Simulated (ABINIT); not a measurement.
# Calculated records

How the form of the self-energy moves the gap of CdSe (Cadmoselite). Symmetry: P6_3mc, No. 186, hexagonal system. The conventional cell has a = 4.300 Å, b = 4.300 Å, c = 7.020 Å, α = 90.00°, β = 90.00°, γ = 120.00°. Nearest to Cd lie 4 Se at 2.61 to 2.70 Å. Se has 4 Cd at 2.61 to 2.70 Å nearest. Farther neighbours, and contacts between anions beyond the nearest, are not listed. The calculation used RPA screening on PBE, plane waves, norm-conserving pseudopotentials (and 5 further levels or steps) in ABINIT 10.8.3, with cutoff 47 Ha, PseudoDojo scalar-relativistic 0.4.1 standard, norm-conserving, ngkpt (3, 3, 2), nband 120, ecuteps 4.5 Ha, inclvkb 2, shiftk (0, 0, 0), symchi 1, awtr 1, frequency ppm, 3×3×2 k-mesh. The G0W0, Godby-Needs plasmon pole is 1.788 eV, the G0W0, Hybertsen-Louie plasmon pole is 1.746 eV and the G0W0, von der Linden-Horsch plasmon pole is 1.702 eV. The G0W0, Engel-Farid plasmon pole is 1.662 eV, the one-shot SEX is 0.425 eV and the one-shot COHSEX is 2.174 eV. The one-shot Hartree-Fock is 7.928 eV. The known limits are short of the basis limit; exchange with frozen shells missing; mesh may overstate the screening; no spin-orbit coupling; coarse k mesh. It took 9 runs, 4.5 min in all on 4 MPI ranks of Arm Neoverse V1, shared host. G0W0, Hybertsen-Louie plasmon pole: −0.042 eV against G0W0, Godby-Needs plasmon pole. G0W0, von der Linden-Horsch plasmon pole: −0.086 eV against G0W0, Godby-Needs plasmon pole. The database entry behind the starting cell differs from other determinations of this structure. The program's warnings: nkpt*nsppol () is not a multiple of nproc spkpt (). The cell and positions come from the Crystallography Open Database and are kept as given unless a step says otherwise. Limits: mesh may overstate the screening; no spin-orbit coupling. Static COHSEX lies above G0W0: it lacks the factor Z and overstates the Coulomb hole of the filled states. The 3×3×2 mesh is coarse for this cell, which bears on the long-range parts of exchange and screening. The norm-conserving file of at least one element keeps a d shell over frozen s and p shells of the same row. Exchange with those shells is missing from the self-energy, an error of 0.3 to 0.9 eV in cases checked, whose sign depends on which edge lies on those atoms. For the PBE start: The RPA ε∞ on this mesh reaches over 25; with a narrow direct gap a coarse mesh can overstate it, and the correction is then too small.

```xyz
4
Lattice="4.3000 0.0000 0.0000 -2.1500 3.7239 0.0000 0.0000 0.0000 7.0200" Properties=species:S:1:pos:R:3 pbc="T T T"
Cd    0.0000    2.4826    0.0000
Cd    2.1500    1.2413    3.5100
Se    0.0000    2.4826    2.7027
Se    2.1500    1.2413    6.2127
```

[Long decimals in the printed logs are rounded to 6 places.]

[Logs are printed without paths, hosts, clocks, repeated set-up lines and the standing remarks that a program may print on its own settings, such as how far it seeks lower states.]

[Paths, hosts, dates, memory and timing lines, banners, echoed tables and standing remarks are left out of the program output; an Ansatz launch command may be rebuilt from the run's recorded settings. Measured values are a selection of at most five: reports struck by readers or far from the other reports are left out. None is set beside runs whose start may be inverted or whose files or cutoffs have a known fault.]

[Runs of the session that timed out or met a known fault of the program may be left out.]

[Hosts, paths, dates, database ids (printed as entryN), source tags and the programs' standing remarks are cut or masked in the printed files.]

[G0W0 gaps are taken among the corrected bands and points alone; a level outside them can change the order at an edge.]

[Where Ansatz stands beside ABINIT at settings called matched, ABINIT's density can come from a denser mesh and the files from another edition; pairs whose starting gaps differed by over 0.03 eV were left out, so agreement reads better than it is.]
